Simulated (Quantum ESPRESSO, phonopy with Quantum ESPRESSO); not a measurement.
# KCl (Fm-3m): a volume series of phonon spectra, part 5 of 8

Which modes of KCl drive its thermal expansion?

Experimental results on record:
- volume expansion coefficient 111.3 1e-6/K and heat capacity C_P per formula unit 51.7 J/mol/K near room temperature (given in “High-Throughput Prediction of Finite-Temperature Properties using the Quasi-Harmonic Approximation”, 2016, arXiv:1603.06924)
- volume expansion coefficient 114.9 1e-6/K near room temperature (given in “Descriptors for thermal expansion in solids”, 2017, arXiv:1701.03966)

Quantum ESPRESSO 7.5; DFT LDA, scalar-relativistic, plane waves, PseudoDojo norm-conserving pseudopotentials.

So far. Step 4 (Ground state at this cell): On a basis chosen for the relaxed cell the pressure is -0.005 GPa, small enough for phonons. Step 5 (Zone-centre response): The Born charges sum to zero within 0.0015 e; the rest is removed before use. Acoustic frequencies in this log differ from zero by the error of the sum rule, which ph.x does not impose.

### 6. Forces on a displaced cell

One atom (for the harmonic constants) or a pair of atoms (for the cubic ones) is moved by a few hundredths of an ångström; the forces on all atoms give a column of force constants. The threshold is tight because the forces are small.

System of this step: KCl. The structure is orthorhombic, space group Imm2 (No. 44). Conventional cell: a = 8.591 Å, b = 12.150 Å, c = 8.591 Å, α = 90.00°, β = 90.00°, γ = 90.00°. Nearest to K lie 6 Cl at 3.04 Å. K has 6 Cl at 3.04 Å nearest. Nearest to K lie 6 Cl at 3.04 to 3.05 Å. K has 6 Cl at 3.02 to 3.04 Å nearest. Nearest to Cl lie 6 K at 3.02 to 3.05 Å. Cl has 6 K at 3.04 Å nearest. Farther neighbours and most contacts between anions are not listed.

disp-00002.in reads:

```
&CONTROL
  calculation = 'scf'
  prefix      = 'x'
  outdir      = './tmp'
  pseudo_dir  = './pseudo'
  tprnfor     = .true.
  disk_io     = 'none'
/
&SYSTEM
  ibrav       = 0
  nat         = 16
  ntyp        = 2
  ecutwfc     = 72.0
  occupations = 'fixed'
  nbnd        = 66
/
&ELECTRONS
  conv_thr         = 1.0d-11
  mixing_beta      = 0.7
  electron_maxstep = 100
/
ATOMIC_SPECIES
 K      39.0983  K.upf
 Cl     35.4500  Cl.upf
CELL_PARAMETERS angstrom
     0.000000000    6.074964094    6.074964094
     6.074964094    0.000000000    6.074964094
     6.074964094    6.074964094    0.000000000
ATOMIC_POSITIONS crystal
 K      0.000000000   0.000000000   0.000000000
 K      0.500000000   0.000000000   0.000000000
 K      0.000000000   0.500000000   0.000000000
 K      0.500000000   0.500000000   0.000000000
 K      0.000000000   0.000000000   0.500000000
 K      0.500000000   0.000000000   0.500000000
 K      0.000000000   0.500000000   0.500000000
 K      0.500000000   0.500000000   0.500000000
 Cl     0.252327937   0.250000000   0.250000000
 Cl     0.750000000   0.250000000   0.250000000
 Cl     0.250000000   0.750000000   0.250000000
 Cl     0.750000000   0.750000000   0.250000000
 Cl     0.250000000   0.250000000   0.750000000
 Cl     0.750000000   0.250000000   0.750000000
 Cl     0.250000000   0.750000000   0.750000000
 Cl     0.750000000   0.750000000   0.750000000
K_POINTS automatic
 3 3 3 0 0 0
```

Command:

```
> OMP_NUM_THREADS=1 mpirun -n 2 pw.x -nk 2 -in disp-00002.in > disp-00002.out
```

Output:

```text
[banner, memory and clock lines left out]
Program PWSCF v.7.5

     Message from routine setup:
     using ibrav=0 with symmetry is DISCOURAGED, use correct ibrav instead

     G-vector sticks info

     bravais-lattice index     =            0
     lattice parameter (alat)  =      16.2352  a.u.
     unit-cell volume          =    3025.9221 (a.u.)^3
     number of atoms/cell      =           16
     number of atomic types    =            2
     number of electrons       =       128.00
     number of Kohn-Sham states=           66
     kinetic-energy cutoff     =      72.0000  Ry
     charge density cutoff     =     288.0000  Ry
     scf convergence threshold =      1.0E-11
     mixing beta               =       0.7000
     number of iterations used =            8  plain     mixing
     Exchange-correlation= SLA  PW   NOGX NOGC
                           (   1   4   0   0   0   0   0)

     celldm(1)=  16.235198  celldm(2)=   0.000000  celldm(3)=   0.000000
     celldm(4)=   0.000000  celldm(5)=   0.000000  celldm(6)=   0.000000

     crystal axes: (cart. coord. in units of alat)
               a(1) = (   0.000000   0.707107   0.707107 )
               a(2) = (   0.707107   0.000000   0.707107 )
               a(3) = (   0.707107   0.707107   0.000000 )

     reciprocal axes: (cart. coord. in units 2 pi/alat)
               b(1) = ( -0.707107  0.707107  0.707107 )
               b(2) = (  0.707107 -0.707107  0.707107 )
               b(3) = (  0.707107  0.707107 -0.707107 )

     PseudoPot. # 1 for K  read from file:
     ./pseudo/K.upf
     Pseudo is Norm-conserving + core correction, Zval =  9.0
     Using radial grid of 2170 points,  6 beta functions with:
                l(1) =   0
                l(2) =   0
                l(3) =   1
                l(4) =   1
                l(5) =   2
                l(6) =   2

     PseudoPot. # 2 for Cl read from file:
     ./pseudo/Cl.upf
     Pseudo is Norm-conserving + core correction, Zval =  7.0
     Using radial grid of 1016 points,  6 beta functions with:
                l(1) =   0
                l(2) =   0
                l(3) =   1
                l(4) =   1
                l(5) =   2
                l(6) =   2

     atomic species   valence    mass     pseudopotential
     K                 9.00    39.09830     K ( 1.00)
     Cl                7.00    35.45000     Cl( 1.00)

      4 Sym. Ops. (no inversion) found ( 2 have fractional translation)

   Cartesian axes

     site n.     atom                  positions (alat units)
         1        K      tau(   1) = (   0.0000000   0.0000000   0.0000000  )
         2        K      tau(   2) = (   0.0000000   0.3535534   0.3535534  )
         3        K      tau(   3) = (   0.3535534   0.0000000   0.3535534  )
         4        K      tau(   4) = (   0.3535534   0.3535534   0.7071068  )
         5        K      tau(   5) = (   0.3535534   0.3535534   0.0000000  )
         6        K      tau(   6) = (   0.3535534   0.7071068   0.3535534  )
         7        K      tau(   7) = (   0.7071068   0.3535534   0.3535534  )
         8        K      tau(   8) = (   0.7071068   0.7071068   0.7071068  )
         9        Cl     tau(   9) = (   0.3535534   0.3551995   0.3551995  )
        10        Cl     tau(  10) = (   0.3535534   0.7071068   0.7071068  )
        11        Cl     tau(  11) = (   0.7071068   0.3535534   0.7071068  )
        12        Cl     tau(  12) = (   0.7071068   0.7071068   1.0606602  )
        13        Cl     tau(  13) = (   0.7071068   0.7071068   0.3535534  )
        14        Cl     tau(  14) = (   0.7071068   1.0606602   0.7071068  )
        15        Cl     tau(  15) = (   1.0606602   0.7071068   0.7071068  )
        16        Cl     tau(  16) = (   1.0606602   1.0606602   1.0606602  )

     number of k points=     8
                       cart. coord. in units 2pi/alat
        k(    1) = (   0.0000000   0.0000000   0.0000000), wk =   0.0740741
        k(    2) = (   0.2357023   0.2357023  -0.2357023), wk =   0.2962963
        k(    3) = (   0.4714045   0.0000000  -0.0000000), wk =   0.1481481
        k(    4) = (  -0.0000000  -0.4714045   0.4714045), wk =   0.1481481
        k(    5) = (   0.2357023   0.2357023   0.2357023), wk =   0.2962963
        k(    6) = (   0.0000000   0.4714045  -0.0000000), wk =   0.2962963
        k(    7) = (  -0.4714045   0.0000000  -0.4714045), wk =   0.5925926
        k(    8) = (   0.0000000   0.4714045   0.4714045), wk =   0.1481481

     Dense  grid:   249287 G-vectors     FFT dimensions: (  90,  90,  90)

     Initial potential from superposition of free atoms

     starting charge     127.8714, renormalised to     128.0000
     Starting wfcs are   72 randomized atomic wfcs

     per-process dynamical memory:   423.6 Mb

     Self-consistent Calculation

     iteration #  1     ecut=    72.00 Ry     beta= 0.70
     Davidson diagonalization with overlap
     ethr =  1.00E-02,  avg # of iterations =  2.6

     Threshold (ethr) on eigenvalues was too large:
     Diagonalizing with lowered threshold

     Davidson diagonalization with overlap
     ethr =  4.58E-04,  avg # of iterations =  3.6

     total energy              =    -743.27306904 Ry
     estimated scf accuracy    <       0.48505752 Ry

     iteration #  2     ecut=    72.00 Ry     beta= 0.70
     Davidson diagonalization with overlap
     ethr =  3.79E-04,  avg # of iterations =  5.0

     total energy              =    -743.43087190 Ry
     estimated scf accuracy    <       0.16195440 Ry

     iteration #  3     ecut=    72.00 Ry     beta= 0.70
     Davidson diagonalization with overlap
     ethr =  1.27E-04,  avg # of iterations =  2.0

     total energy              =    -743.46448288 Ry
     estimated scf accuracy    <       0.00183701 Ry

     iteration #  4     ecut=    72.00 Ry     beta= 0.70
     Davidson diagonalization with overlap
     c_bands:  1 eigenvalues not converged
     ethr =  1.44E-06,  avg # of iterations = 15.5

     total energy              =    -743.46577215 Ry
     estimated scf accuracy    <       0.00040996 Ry

     iteration #  5     ecut=    72.00 Ry     beta= 0.70
     Davidson diagonalization with overlap
     ethr =  3.20E-07,  avg # of iterations =  3.2

     total energy              =    -743.46587066 Ry
     estimated scf accuracy    <       0.00000362 Ry

     iteration #  6     ecut=    72.00 Ry     beta= 0.70
     Davidson diagonalization with overlap
     c_bands:  1 eigenvalues not converged
     ethr =  2.82E-09,  avg # of iterations =  7.9

     total energy              =    -743.46587844 Ry
     estimated scf accuracy    <       0.00001033 Ry

     iteration #  7     ecut=    72.00 Ry     beta= 0.70
     Davidson diagonalization with overlap
     ethr =  2.82E-09,  avg # of iterations =  2.9

     total energy              =    -743.46587832 Ry
     estimated scf accuracy    <       0.00000195 Ry

     iteration #  8     ecut=    72.00 Ry     beta= 0.70
     Davidson diagonalization with overlap
     ethr =  1.52E-09,  avg # of iterations =  2.0

     total energy              =    -743.46587855 Ry
     estimated scf accuracy    <       0.00000011 Ry

     iteration #  9     ecut=    72.00 Ry     beta= 0.70
     Davidson diagonalization with overlap
     ethr =  8.98E-11,  avg # of iterations =  4.0

     total energy              =    -743.46587860 Ry
     estimated scf accuracy    <          1.2E-09 Ry

     iteration # 10     ecut=    72.00 Ry     beta= 0.70
     Davidson diagonalization with overlap
     ethr =  9.60E-13,  avg # of iterations =  6.0

     total energy              =    -743.46587860 Ry
     estimated scf accuracy    <          2.9E-10 Ry

     iteration # 11     ecut=    72.00 Ry     beta= 0.70
     Davidson diagonalization with overlap
     ethr =  2.29E-13,  avg # of iterations =  3.2

     End of self-consistent calculation

          k = 0.0000 0.0000 0.0000 ( 30923 PWs)   bands (ev):

   -25.2476 -25.2315 -25.2280 -25.2257 -25.2256 -25.2200 -25.2160 -25.2140
   -11.0247 -11.0246 -11.0246 -11.0246 -10.7777 -10.6449 -10.6448 -10.6448
    -9.1391  -9.1391  -9.1391  -8.9951  -8.9950  -8.9949  -8.9948  -8.9948
    -8.9946  -8.9183  -8.9180  -8.9173  -8.9167  -8.9167  -8.9165  -8.9163
    -8.9162  -8.9030  -8.9021  -8.9016  -8.5821  -8.5821  -8.5821  -8.5818
     0.0693   0.0694   0.0694   0.0694   0.6445   0.6445   0.6445   0.9591
     0.9591   0.9591   0.9591   0.9591   0.9591   0.9592   0.9592   1.1515
     1.1515   1.1515   1.1515   1.1515   1.1515   1.4050   1.4051   1.4051
     6.5210   7.4472

          k = 0.2357 0.2357-0.2357 ( 31206 PWs)   bands (ev):

   -25.2429 -25.2343 -25.2274 -25.2267 -25.2242 -25.2214 -25.2162 -25.2153
   -10.9688 -10.9439 -10.9435 -10.9432 -10.8461 -10.7573 -10.7568 -10.7565
    -9.0643  -9.0636  -9.0629  -8.9760  -8.9758  -8.9756  -8.9626  -8.9621
    -8.9620  -8.9374  -8.9366  -8.9365  -8.9140  -8.9133  -8.9068  -8.9062
    -8.8961  -8.8958  -8.8951  -8.8171  -8.6836  -8.6835  -8.6833  -8.6573
     0.2735   0.2743   0.2750   0.3466   0.6025   0.6027   0.6029   0.9165
     0.9178   0.9189   0.9686   0.9705   0.9724   0.9980   1.0069   1.0069
     1.0070   1.0632   1.0633   1.1031   1.1031   1.1031   1.2855   1.2856
     7.2398   7.9593

          k = 0.4714 0.0000-0.0000 ( 31231 PWs)   bands (ev):

[...]
7.3748   7.8083

          k =-0.0000-0.4714 0.4714 ( 31250 PWs)   bands (ev):

[...]
8.0899   8.3530

          k = 0.2357 0.2357 0.2357 ( 31206 PWs)   bands (ev):

[...]
7.2398   7.9594

          k = 0.0000 0.4714-0.0000 ( 31231 PWs)   bands (ev):

[...]
7.3748   7.8083

          k =-0.4714 0.0000-0.4714 ( 31250 PWs)   bands (ev):

[...]
8.0899   8.3516

          k = 0.0000 0.4714 0.4714 ( 31250 PWs)   bands (ev):

   -25.2394 -25.2312 -25.2310 -25.2289 -25.2245 -25.2212 -25.2180 -25.2143
   -10.9023 -10.8906 -10.8905 -10.8616 -10.8615 -10.8453 -10.8439 -10.8423
    -9.0701  -9.0307  -9.0301  -9.0062  -9.0044  -9.0013  -8.9992  -8.9610
    -8.9604  -8.9527  -8.9512  -8.9408  -8.9387  -8.9375  -8.9366  -8.9017
    -8.7669  -8.7651  -8.7642  -8.7526  -8.7515  -8.7498  -8.7490  -8.7254
     0.4607   0.4608   0.5057   0.5057   0.5166   0.5166   0.5279   0.6049
     0.8201   0.8733   0.8733   0.9524   0.9525   0.9917   0.9920   0.9949
     1.0443   1.0443   1.1089   1.1097   1.1097   1.1753   1.1754   1.2099
     8.0898   8.3533

     highest occupied, lowest unoccupied level (ev):     1.4051    6.5210

!    total energy              =    -743.46587860 Ry
     estimated scf accuracy    <          4.9E-12 Ry

     The total energy is the sum of the following terms:
     one-electron contribution =    -208.81795521 Ry
     hartree contribution      =     148.04484837 Ry
     xc contribution           =    -171.65804193 Ry
     ewald contribution        =    -511.03472983 Ry

     convergence has been achieved in  11 iterations

     Forces acting on atoms (cartesian axes, Ry/au):

     atom    1 type  1   force =     0.00000059   -0.00002029   -0.00002029
     atom    2 type  1   force =     0.00000158    0.00003669    0.00003669
     atom    3 type  1   force =     0.00000000    0.00042030    0.00003837
     atom    4 type  1   force =    -0.00000000    0.00003485    0.00045548
     atom    5 type  1   force =     0.00000000    0.00003837    0.00042030
     atom    6 type  1   force =    -0.00000000    0.00045548    0.00003485
     atom    7 type  1   force =    -0.00000158    0.00003669    0.00003669
     atom    8 type  1   force =    -0.00000059   -0.00002029   -0.00002029
     atom    9 type  2   force =    -0.00000000   -0.00125912   -0.00125912
     atom   10 type  2   force =    -0.00000000    0.00016832    0.00016832
     atom   11 type  2   force =     0.00011100   -0.00002170    0.00005729
     atom   12 type  2   force =    -0.00011100    0.00005729   -0.00002170
     atom   13 type  2   force =     0.00011100    0.00005729   -0.00002170
     atom   14 type  2   force =    -0.00011100   -0.00002170    0.00005729
     atom   15 type  2   force =     0.00000000   -0.00005371   -0.00005371
     atom   16 type  2   force =    -0.00000000    0.00009154    0.00009154

     Total force =     0.002024     Total SCF correction =     0.000003
     Message from routine punch:
     Nothing written, as per user request (disk_io='none')
```

Wall time 2.8 min (2 MPI ranks of Intel Xeon 6975P-C (Granite Rapids), shared host).

At this level the gap is 5.12 eV on the k-mesh of the self-consistent run, which can miss the band edges.

### 7. A displaced supercell

One atom (for the harmonic constants) or a pair of atoms (for the cubic ones) is moved by a few hundredths of an ångström; the forces on all atoms give a column of force constants. The threshold is tight because the forces are small.

disp-00001.in, as its differences from disp-00002.in of step 6:

```diff
@@ -29,3 +29,3 @@
 ATOMIC_POSITIONS crystal
- K      0.000000000   0.000000000   0.000000000
+ K      0.002327937   0.000000000   0.000000000
  K      0.500000000   0.000000000   0.000000000
@@ -37,3 +37,3 @@
  K      0.500000000   0.500000000   0.500000000
- Cl     0.252327937   0.250000000   0.250000000
+ Cl     0.250000000   0.250000000   0.250000000
  Cl     0.750000000   0.250000000   0.250000000
```

Command:

```
> OMP_NUM_THREADS=1 mpirun -n 2 pw.x -nk 2 -in disp-00001.in > disp-00001.out
```

Output:

```text
[banner, memory and clock lines left out]
Program PWSCF v.7.5

     Message from routine setup:
     using ibrav=0 with symmetry is DISCOURAGED, use correct ibrav instead

     G-vector sticks info

     bravais-lattice index     =            0
     lattice parameter (alat)  =      16.2352  a.u.
     unit-cell volume          =    3025.9221 (a.u.)^3
     number of atoms/cell      =           16
     number of atomic types    =            2
     number of electrons       =       128.00
[...]
atom    1 type  1   force =     0.00000000   -0.00134579   -0.00134579
     atom    2 type  1   force =     0.00000000    0.00026729    0.00026729
     atom    3 type  1   force =     0.00018952   -0.00002514    0.00007767
[...]
atom   15 type  2   force =     0.00000237    0.00003666    0.00003666
     atom   16 type  2   force =     0.00000067   -0.00002029   -0.00002029

     Total force =     0.002182     Total SCF correction =     0.000002
     Message from routine punch:
     Nothing written, as per user request (disk_io='none')
[key lines of the parts left out:]
!    total energy              =    -743.46587628 Ry
convergence has been achieved in  11 iterations
```

The job ended after 2.9 min (2 MPI ranks; 5.8 min of CPU time).

### 8. Lattice dynamics at this volume, V/V0 1

This step: DFT LDA, scalar-relativistic, plane waves, PseudoDojo norm-conserving pseudopotentials (phonopy with Quantum ESPRESSO 4.10.0 / 7.5).

Wall time 2.9 min (4 threads); 11 min of CPU time.

Numbers from this step:

```yaml
point_group: m-3m
highest_frequency: 221.9 cm⁻¹
debye_temperature_from_the_second_moment: 248 K
lowest_frequency_on_the_path: 0 cm⁻¹
zero_point_energy: 0.04724 eV/cell
gamma_frequencies: 0, 0, 0, 161.6, 161.6, 161.6 cm⁻¹ (negative: imaginary)
```

Phonopy, LO-TO term from ph.x's tensors. Phonon branches along the path, in cm⁻¹:

```csv
point,branch 1,branch 2,branch 3,branch 4,branch 5,branch 6
Γ,0,0,0,162,162,222
halfway,46,46,124,165,165,175
X,57,57,105,166,166,171
halfway,63,72,102,163,165,171
U,78,94,104,154,162,171
jump to K,78,94,104,154,162,171
halfway,55,94,111,136,167,191
Γ,0,0,0,162,162,222
halfway,69,69,91,151,151,207
L,116,116,126,126,158,167
halfway,97,97,134,135,161,165
W,84,84,127,130,170,170
halfway,66,85,99,157,168,171
X,57,57,105,166,166,171
```

The phonon branches as a text plot (rows in cm⁻¹):

```
    217 |**                        *********
    208 |  **                    **         *
    199 |    *                               **
    190 |                       *              *
    180 |                                       *
    171 |     **   **************                ***   **********
    162 |******************      **********      *******      ***
    153 |       **       *****     **      **                *
    143 |       **         ***   **          ****           *
    134 |         *         *****              **   ********
    125 |     **           *  **                 ***     **
    116 |          **         ***                ***       *
    106 |            ***  * **               ** *   **      * ***
     97 |    *          ****    *              *      *     **
     88 |                  *     **         ***        ***** *
     79 |               *** **                             ** *
     69 |  **          **     ** **        **                * *
     60 |          *****           **                         ***
     51 |       ***             *  **    ***
     42 |    ***                 **
     32 | *                        ***   **
     23 |  **                        *  *
     14 | *                          *  *
      5 |*                            **
         Γ           X  U|K            Γ         L        W     X
```

Harmonic. Thermo, by row:

```csv
T (K),F_vib (meV/atom),S (J/mol-atom/K),C_V (J/mol-atom/K)
0,23.62,0,0
50,22.9,4.773,9.866
100,17.77,14.89,18.8
150,7.81,23.2,21.87
200,-5.96,29.69,23.14
250,-22.74,34.92,23.76
300,-42.01,39.29,24.11
350,-63.36,43.02,24.33
400,-86.51,46.28,24.47
450,-111.3,49.17,24.57
500,-137.4,51.76,24.64
550,-164.9,54.11,24.69
600,-193.5,56.26,24.73
650,-223.2,58.24,24.76
700,-253.8,60.08,24.78
750,-285.4,61.79,24.8
800,-317.8,63.39,24.82
850,-351.1,64.89,24.83
900,-385.1,66.31,24.84
950,-419.8,67.66,24.85
1000,-455.2,68.93,24.86
```

The modes has structure finer than the step of the table below, so its rows give means over 10 cm⁻¹, whole bins alone (the curve runs from -10 to 238 cm⁻¹). Peaks (cm⁻¹: height): Cl 85.0: 0.0211, 94.4: 0.0221, 125.6: 0.0291, 167.6: 0.0580; K 85.0: 0.0239, 94.4: 0.0267, 103.7: 0.0282, 167.6: 0.0657.

Phonopy on the run's constants, 17x17x17 mesh, Gaussian sigma 2.0 cm⁻¹. The modes by wavenumber; means over each step; values in 1/cm⁻¹/cell:

```csv
wavenumber (cm⁻¹),Cl,K
0,2.8e-5,3.1e-5
10,1.3e-4,1.4e-4
20,5.7e-4,6.3e-4
30,0.00140,0.00154
40,0.00281,0.00308
50,0.00606,0.00659
60,0.0124,0.0134
70,0.0150,0.0163
80,0.0168,0.0188
90,0.0176,0.0207
100,0.0177,0.0234
110,0.0138,0.0232
120,0.0182,0.0136
130,0.0237,0.0168
140,0.0250,0.0171
150,0.0290,0.0224
160,0.0420,0.0383
170,0.0405,0.0454
180,0.00638,0.00753
190,0.00445,0.00476
200,0.00332,0.00333
210,0.00224,0.00213
220,8.0e-4,7.4e-4
230,3.3e-6,3.1e-6
```

No LO-TO term. Modes at Γ, with each element's share of the kinetic energy:

```csv
mode,frequency (cm⁻¹),symmetry,K %,Cl %
1,0.0,T1u,52,48
2,0.0,T1u,52,48
3,0.0,T1u,52,48
4,161.6,T1u,48,52
5,161.6,T1u,48,52
6,161.6,T1u,48,52
```

Displacements in mode 6 (161.6 cm⁻¹), the largest set to 1:
```
K1   0.00  0.00 -0.91
Cl2  0.00  0.00  1.00
```

No mode is imaginary beyond numerical noise along the path.

The time given is that of the 2 pw.x runs on displaced cells behind this step.

The supercell is 7.0 Å across at its narrowest and was not tested against a larger one: only its own wavevectors are exact, and acoustic branches between them, with the entropy at low temperature, can be off.

[end of part 5 of 8]

[Logs are printed without paths, hosts, clocks, repeated set-up lines and the standing remarks that a program may print on its own settings, such as how far it seeks lower states.]

[Hosts, paths, dates, database ids (printed as entryN), source tags and the programs' standing remarks are cut or masked in the printed files.]

[A step with changed settings may run another functional than the one named; its input shows which.]

[Of the runs on displaced cells, only some may be shown.]
